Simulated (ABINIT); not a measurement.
# TlH3 (Pm-3m): zone-centre phonons, part 3 of 4

Aim: the zone-centre modes of TlH3 (Pm-3m).

ABINIT 10.8.3; DFT LDA, scalar-relativistic, plane waves, HGH norm-conserving pseudopotentials.

So far. Step 6 (Self-consistent run for the response): The cell stands at -0.54 GPa: the relaxation ran with a smoothed and higher cutoff, and the difference is a stress of the finite basis. Step 7 (Linear response at Γ): The acoustic modes at Γ come out as far as 0.3 cm⁻¹ from zero, where they should vanish, a small numerical error. The relaxed cell has a = 3.736 Å (conventional setting).

The structure was built from a prototype and need not be the compound's stable phase.

## 8. Zone-centre analysis

anaddb reads the merged derivatives and imposes the acoustic sum rule.

anaddb.abi

```
ddb_filepath "gamma_DDB"
output_file "anaddb.abo"
outdata_prefix "anaddb"
asr 1
chneut 1
enunit 2
eivec 1
nph1l 1
qph1l 0.0 0.0 0.0 1.0
```

mrgddb.in

```
gamma_DDB
merged
2
dfpt_gammao_DDB
gso_DDB
```

Started as:

```
$ mrgddb < mrgddb.in > mrgddb.log
$ OMP_NUM_THREADS=1 anaddb anaddb.abi > anaddb.log
```

anaddb.abo, the main output file:

```text
-outvars_anaddb: echo values of input variables ----------------------

 Miscellaneous information :
      enunit         2
       eivec         1
         asr         1
 First list of wavevector (reduced coord.) :
       nph1l         1
       qph1l
                     0.00000000E+00  0.00000000E+00  0.00000000E+00    1.000E+00

================================================================================

 read the DDB information and perform some checks

  ==== Info on the Cryst% object ====
 Real(R)+Recip(G) space primitive vectors, cartesian coordinates (Bohr,Bohr^-1):
 R(1)=  7.0598073  0.0000000  0.0000000  G(1)=  0.1416469  0.0000000  0.0000000
 R(2)=  0.0000000  7.0598073  0.0000000  G(2)=  0.0000000  0.1416469  0.0000000
 R(3)=  0.0000000  0.0000000  7.0598073  G(3)=  0.0000000  0.0000000  0.1416469
 Unit cell volume ucvol=  3.5186701E+02 bohr^3
 Angles (23,13,12)=  9.00000000E+01  9.00000000E+01  9.00000000E+01 degrees
 Time-reversal symmetry is present
 Reduced atomic positions [iatom, xred, symbol]:
    1)    0.0000000  0.0000000  0.0000000  Tl
    2)    0.5000000  0.0000000  0.0000000   H
    3)    0.0000000  0.5000000  0.0000000   H
    4)    0.0000000  0.0000000  0.5000000   H

 DDB file with 3 blocks has been read.

================================================================================

 Treat the first list of vectors

  Phonon wavevector (reduced coordinates) :  0.00000  0.00000  0.00000
 Phonon energies in Hartree :
   0.000000E+00  0.000000E+00  0.000000E+00  8.257249E-04  8.257249E-04
   8.257249E-04  1.707731E-03  1.707731E-03  1.707731E-03  6.820586E-03
   6.820586E-03  6.820586E-03
 Phonon energies in meV     :
-  0.000000E+00  0.000000E+00  0.000000E+00  2.246912E+01  2.246912E+01
-  2.246912E+01  4.646973E+01  4.646973E+01  4.646973E+01  1.855976E+02
-  1.855976E+02  1.855976E+02
 Phonon frequencies in cm-1    :
-  0.000000E+00  0.000000E+00  0.000000E+00  1.812257E+02  1.812257E+02
-  1.812257E+02  3.748036E+02  3.748036E+02  3.748036E+02  1.496946E+03
-  1.496946E+03  1.496946E+03
 Phonon frequencies in Thz     :
-  0.000000E+00  0.000000E+00  0.000000E+00  5.433009E+00  5.433009E+00
-  5.433009E+00  1.123633E+01  1.123633E+01  1.123633E+01  4.487730E+01
-  4.487730E+01  4.487730E+01
 Phonon energies in Kelvin  :
-  0.000000E+00  0.000000E+00  0.000000E+00  2.607433E+02  2.607433E+02
-  2.607433E+02  5.392588E+02  5.392588E+02  5.392588E+02  2.153771E+03
-  2.153771E+03  2.153771E+03

 Eigendisplacements
 (will be given, for each mode : in cartesian coordinates
   for each atom the real part of the displacement vector,
   then the imaginary part of the displacement vector - absolute values smaller than 1.0d-7 are set to zero)
  Mode number    1   Energy    0.000000E+00
 Attention : low frequency mode.
   (Could be unstable or acoustic mode)
-  1  0.00000000E+00  0.00000000E+00  1.62632792E-03
-     0.00000000E+00  0.00000000E+00  0.00000000E+00
-  2  0.00000000E+00  0.00000000E+00  1.62632802E-03
-     0.00000000E+00  0.00000000E+00  0.00000000E+00
-  3  0.00000000E+00  0.00000000E+00  1.62632802E-03
-     0.00000000E+00  0.00000000E+00  0.00000000E+00
-  4  0.00000000E+00  0.00000000E+00  1.62632797E-03
-     0.00000000E+00  0.00000000E+00  0.00000000E+00
  Mode number    2   Energy    0.000000E+00
 Attention : low frequency mode.
   (Could be unstable or acoustic mode)
-  1  0.00000000E+00  1.62632791E-03  0.00000000E+00
-     0.00000000E+00  0.00000000E+00  0.00000000E+00
-  2  0.00000000E+00  1.62632801E-03  0.00000000E+00
-     0.00000000E+00  0.00000000E+00  0.00000000E+00
-  3  0.00000000E+00  1.62632796E-03  0.00000000E+00
-     0.00000000E+00  0.00000000E+00  0.00000000E+00
-  4  0.00000000E+00  1.62632801E-03  0.00000000E+00
-     0.00000000E+00  0.00000000E+00  0.00000000E+00
  Mode number    3   Energy    0.000000E+00
 Attention : low frequency mode.
   (Could be unstable or acoustic mode)
-  1  1.62632791E-03  0.00000000E+00  0.00000000E+00
-     0.00000000E+00  0.00000000E+00  0.00000000E+00
-  2  1.62632796E-03  0.00000000E+00  0.00000000E+00
-     0.00000000E+00  0.00000000E+00  0.00000000E+00
-  3  1.62632801E-03  0.00000000E+00  0.00000000E+00
-     0.00000000E+00  0.00000000E+00  0.00000000E+00
-  4  1.62632801E-03  0.00000000E+00  0.00000000E+00
-     0.00000000E+00  0.00000000E+00  0.00000000E+00
  Mode number    4   Energy    8.257249E-04
-  1  0.00000000E+00  0.00000000E+00 -1.87079472E-04
-     0.00000000E+00  0.00000000E+00  0.00000000E+00
-  2  0.00000000E+00 -1.58922060E-06  1.57400841E-02
-     0.00000000E+00  0.00000000E+00  0.00000000E+00
-  3  0.00000000E+00 -6.51692878E-07  1.57400841E-02
-     0.00000000E+00  0.00000000E+00  0.00000000E+00
-  4  0.00000000E+00 -1.58922060E-06  6.45454801E-03
-     0.00000000E+00  0.00000000E+00  0.00000000E+00
  Mode number    5   Energy    8.257249E-04
-  1  0.00000000E+00  1.87079472E-04  0.00000000E+00
-     0.00000000E+00  0.00000000E+00  0.00000000E+00
-  2  0.00000000E+00 -1.57400841E-02 -1.58922062E-06
-     0.00000000E+00  0.00000000E+00  0.00000000E+00
-  3 -1.30391610E-07 -6.45454801E-03 -1.58922062E-06
-     0.00000000E+00  0.00000000E+00  0.00000000E+00
-  4 -1.30391610E-07 -1.57400841E-02 -6.51692885E-07
-     0.00000000E+00  0.00000000E+00  0.00000000E+00
  Mode number    6   Energy    8.257249E-04
-  1  1.87079473E-04  0.00000000E+00  0.00000000E+00
-     0.00000000E+00  0.00000000E+00  0.00000000E+00
-  2 -6.45454804E-03  1.30391830E-07  0.00000000E+00
-     0.00000000E+00  0.00000000E+00  0.00000000E+00
-  3 -1.57400842E-02  0.00000000E+00  0.00000000E+00
-     0.00000000E+00  0.00000000E+00  0.00000000E+00
-  4 -1.57400842E-02  1.30391830E-07  0.00000000E+00
-     0.00000000E+00  0.00000000E+00  0.00000000E+00
  Mode number    7   Energy    1.707731E-03
-  1  0.00000000E+00  0.00000000E+00  0.00000000E+00
-     0.00000000E+00  0.00000000E+00  0.00000000E+00
-  2  0.00000000E+00  1.72851676E-06 -1.64963404E-02
-     0.00000000E+00  0.00000000E+00  0.00000000E+00
-  3  5.17755799E-07  0.00000000E+00  1.64963404E-02
-     0.00000000E+00  0.00000000E+00  0.00000000E+00
-  4 -5.17755799E-07 -1.72851676E-06  0.00000000E+00
-     0.00000000E+00  0.00000000E+00  0.00000000E+00
  Mode number    8   Energy    1.707731E-03
-  1  0.00000000E+00  0.00000000E+00  0.00000000E+00
-     0.00000000E+00  0.00000000E+00  0.00000000E+00
-  2  0.00000000E+00  1.64963404E-02  1.72851264E-06
-     0.00000000E+00  0.00000000E+00  0.00000000E+00
-  3 -1.31255529E-07  0.00000000E+00 -1.72851264E-06
-     0.00000000E+00  0.00000000E+00  0.00000000E+00
-  4  1.31255529E-07 -1.64963404E-02  0.00000000E+00
-     0.00000000E+00  0.00000000E+00  0.00000000E+00
  Mode number    9   Energy    1.707731E-03
-  1  0.00000000E+00  0.00000000E+00  0.00000000E+00
-     0.00000000E+00  0.00000000E+00  0.00000000E+00
-  2  0.00000000E+00  1.31201277E-07  5.17769549E-07
-     0.00000000E+00  0.00000000E+00  0.00000000E+00
-  3  1.64963404E-02  0.00000000E+00 -5.17769549E-07
-     0.00000000E+00  0.00000000E+00  0.00000000E+00
-  4 -1.64963404E-02 -1.31201277E-07  0.00000000E+00
-     0.00000000E+00  0.00000000E+00  0.00000000E+00
  Mode number   10   Energy    6.820586E-03
-  1  0.00000000E+00  0.00000000E+00  6.42868478E-05
-     0.00000000E+00  0.00000000E+00  0.00000000E+00
-  2  0.00000000E+00  0.00000000E+00  4.66197983E-03
-     0.00000000E+00  0.00000000E+00  0.00000000E+00
-  3  0.00000000E+00  0.00000000E+00  4.66197983E-03
-     0.00000000E+00  0.00000000E+00  0.00000000E+00
-  4  0.00000000E+00  0.00000000E+00 -2.23596146E-02
-     0.00000000E+00  0.00000000E+00  0.00000000E+00
  Mode number   11   Energy    6.820586E-03
-  1  0.00000000E+00  6.42868476E-05  0.00000000E+00
-     0.00000000E+00  0.00000000E+00  0.00000000E+00
-  2 -1.60543815E-06  4.66197982E-03  0.00000000E+00
-     0.00000000E+00  0.00000000E+00  0.00000000E+00
-  3  3.34733868E-07 -2.23596145E-02  0.00000000E+00
-     0.00000000E+00  0.00000000E+00  0.00000000E+00
-  4  3.34733868E-07  4.66197982E-03  0.00000000E+00
-     0.00000000E+00  0.00000000E+00  0.00000000E+00
  Mode number   12   Energy    6.820586E-03
-  1  6.42868476E-05  0.00000000E+00  0.00000000E+00
-     0.00000000E+00  0.00000000E+00  0.00000000E+00
-  2 -2.23596145E-02 -3.34733868E-07  0.00000000E+00
-     0.00000000E+00  0.00000000E+00  0.00000000E+00
-  3  4.66197982E-03  1.60543815E-06  0.00000000E+00
-     0.00000000E+00  0.00000000E+00  0.00000000E+00
-  4  4.66197982E-03 -3.34733868E-07  0.00000000E+00
-     0.00000000E+00  0.00000000E+00  0.00000000E+00

 Analysis of degeneracies and characters (maximum tolerance=1.00E-06 a.u.)
 For each vibration mode, or group of modes if degenerate,
 the characters are given for each symmetry operation (see the list in the log file).
 Symmetry characters of vibration mode #   1
       degenerate with vibration modes #   2 to    3
  3.0 -3.0 -1.0  1.0 -1.0  1.0 -1.0  1.0  1.0 -1.0 -1.0  1.0  1.0 -1.0 -1.0  1.0
  0.0 -0.0  0.0 -0.0 -0.0  0.0 -0.0  0.0  1.0 -1.0 -1.0  1.0 -1.0  1.0  1.0 -1.0
  0.0 -0.0 -0.0  0.0 -0.0  0.0  0.0 -0.0  1.0 -1.0  1.0 -1.0 -1.0  1.0 -1.0  1.0
 Symmetry characters of vibration mode #   4
       degenerate with vibration modes #   5 to    6
  3.0 -3.0 -1.0  1.0 -1.0  1.0 -1.0  1.0  1.0 -1.0 -1.0  1.0  1.0 -1.0 -1.0  1.0
 -0.0  0.0 -0.0  0.0  0.0 -0.0  0.0 -0.0  1.0 -1.0 -1.0  1.0 -1.0  1.0  1.0 -1.0
 -0.0  0.0  0.0 -0.0  0.0 -0.0 -0.0  0.0  1.0 -1.0  1.0 -1.0 -1.0  1.0 -1.0  1.0
 Symmetry characters of vibration mode #   7
       degenerate with vibration modes #   8 to    9
  3.0 -3.0 -1.0  1.0 -1.0  1.0 -1.0  1.0 -1.0  1.0  1.0 -1.0 -1.0  1.0  1.0 -1.0
 -0.0  0.0  0.0 -0.0  0.0 -0.0 -0.0  0.0 -1.0  1.0  1.0 -1.0  1.0 -1.0 -1.0  1.0
 -0.0  0.0  0.0 -0.0 -0.0  0.0  0.0 -0.0 -1.0  1.0 -1.0  1.0  1.0 -1.0  1.0 -1.0
 Symmetry characters of vibration mode #  10
       degenerate with vibration modes #  11 to   12
  3.0 -3.0 -1.0  1.0 -1.0  1.0 -1.0  1.0  1.0 -1.0 -1.0  1.0  1.0 -1.0 -1.0  1.0
  0.0 -0.0  0.0 -0.0 -0.0  0.0 -0.0  0.0  1.0 -1.0 -1.0  1.0 -1.0  1.0  1.0 -1.0
  0.0 -0.0 -0.0  0.0 -0.0  0.0  0.0 -0.0  1.0 -1.0  1.0 -1.0 -1.0  1.0 -1.0  1.0
-
```

Run time: 0.59 s. Hardware: 1 thread of Arm Neoverse N1, shared host.

No LO-TO term; unit eigenvectors of the mass-weighted matrix, from anaddb's displacements. Modes at Γ, with each element's share of the kinetic energy:

```tsv
mode	frequency (cm⁻¹)	symmetry	Tl %	H %
1	0.0	acoustic	99	1
2	0.0	acoustic	99	1
3	0.0	acoustic	99	1
4	181.2	T1u	1	99
5	181.2	T1u	1	99
6	181.2	T1u	1	99
7	374.8	T2u	0	100
8	374.8	T2u	0	100
9	374.8	T2u	0	100
10	1496.9	T1u	0	100
11	1496.9	T1u	0	100
12	1496.9	T1u	0	100
```

Displacements in mode 6 (181.2 cm⁻¹), the largest set to 1:
```
Tl1  0.01  0.00  0.00
H2  -0.41  0.00  0.00
H3  -1.00  0.00  0.00
H4  -1.00  0.00  0.00
```

Displacements in mode 12 (1496.9 cm⁻¹), the largest set to 1:
```
Tl1  0.00  0.00  0.00
H2  -1.00  0.00  0.00
H3   0.21  0.00  0.00
H4   0.21  0.00  0.00
```

The rule moves no optical mode by more than 0.1 cm⁻¹.

[end of part 3 of 4]

[Host names and launcher messages were left out of these logs when they were recorded.]

[Logs are printed without paths, hosts, clocks, repeated set-up lines and the standing remarks that a program may print on its own settings, such as how far it seeks lower states.]

[Hosts, paths, dates, database ids (printed as entryN), source tags and the programs' standing remarks are cut or masked in the printed files.]
